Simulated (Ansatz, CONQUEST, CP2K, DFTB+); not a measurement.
## Graphene zigzag nanoribbon, H-capped, B on C sites (72 atoms): runs against a plane-wave reference

The cell holds 72 atoms: 57 C, 7 B and 8 H. Cell: a = 9.840 Å, b = 27.803 Å, c = 10.000 Å, α = 90.0°, β = 90.0°, γ = 90.0°. It derives from C (graphene). Graphene (a = 2.46 Å), rectangular cell with x along the zigzag direction; strip nominally 18 Å wide, 4 periods, edges capped with H, 10 Å of vacuum, 7 of 64 C replaced by B at random; not relaxed, displaced by a Gaussian of 0.02 Å. Then every atom was moved at random, 0.02 Å r.m.s. a Cartesian component (hydrogen 0.6 of that). Regions: sheet, 64 atoms (57 C and 7 B); hydrogen, 8 atoms (8 H). Vacuum lies along b and c. The structure repeats along a.

Geometry: as built.

The reference, a calculation:

* method: Kohn-Sham DFT, PBE, PAW, plane waves (Ansatz 0.2.0); cutoff 420 eV, Γ point, fermi-dirac smearing of 0.05 eV; PAW set soft_2
* r.m.s. force component: 1.984 eV/Å
* longest force: 9.043 eV/Å
* SCF cycles: 20
* time: 11 s on 4 threads of AMD EPYC 9R45, shared host
* CPU time: 41 s

Runs, in no order:
A. DFTB+ GFN1-xTB: GFN1-xTB tight binding, diagonalisation
B. CP2K PBE, DZVP-MOLOPT (SR for B), 450/50 Ry, diagonalisation: Kohn-Sham DFT, PBE, GTH-PBE pseudopotentials, Gaussian and plane waves, DZVP-MOLOPT-GTH, diagonalisation
C. CP2K r2SCAN, SCAN potentials, DZVP-UZH(SCAN), 600/50 Ry, diagonalisation: Kohn-Sham DFT, r2SCAN, GTH-SCAN pseudopotentials, Gaussian and plane waves, DZVP-MOLOPT (UZH set), diagonalisation

Q: Order them from the smallest to the largest r.m.s. force difference.

B, C, A.

| run | Δ force, r.m.s. (meV/Å) | share of r.m.s. force (%) | CPU time |
| --- | --- | --- | --- |
| B. CP2K PBE, DZVP-MOLOPT (SR for B), 450/50 Ry, diagonalisation | 71.2 | 3.59 | 17 min |
| C. CP2K r2SCAN, SCAN potentials, DZVP-UZH(SCAN), 600/50 Ry, diagonalisation | 152 | 7.66 | 11 min |
| A. DFTB+ GFN1-xTB | 327 | 16.5 | 0.99 s |

Periodic xTB results under one method name differ between programs and library versions (DFTB+ here holds tblite 0.3). The electron count is odd in these runs, and they have no spin polarisation, so the unpaired electron is spread evenly over both spins. The runs have no spin polarisation, so any moments at edges, vacancies or dangling bonds can't form. The electron count is odd and the run has no spin polarisation, so levels at the top are partly filled by construction. The electronic-structure runs sample only Γ, in a cell whose periodic width is 10 Å, which is coarse for a cell with partly filled levels.

[Hosts, paths, dates, database ids (printed as entryN), source tags and the programs' standing remarks are cut or masked in the printed files.]
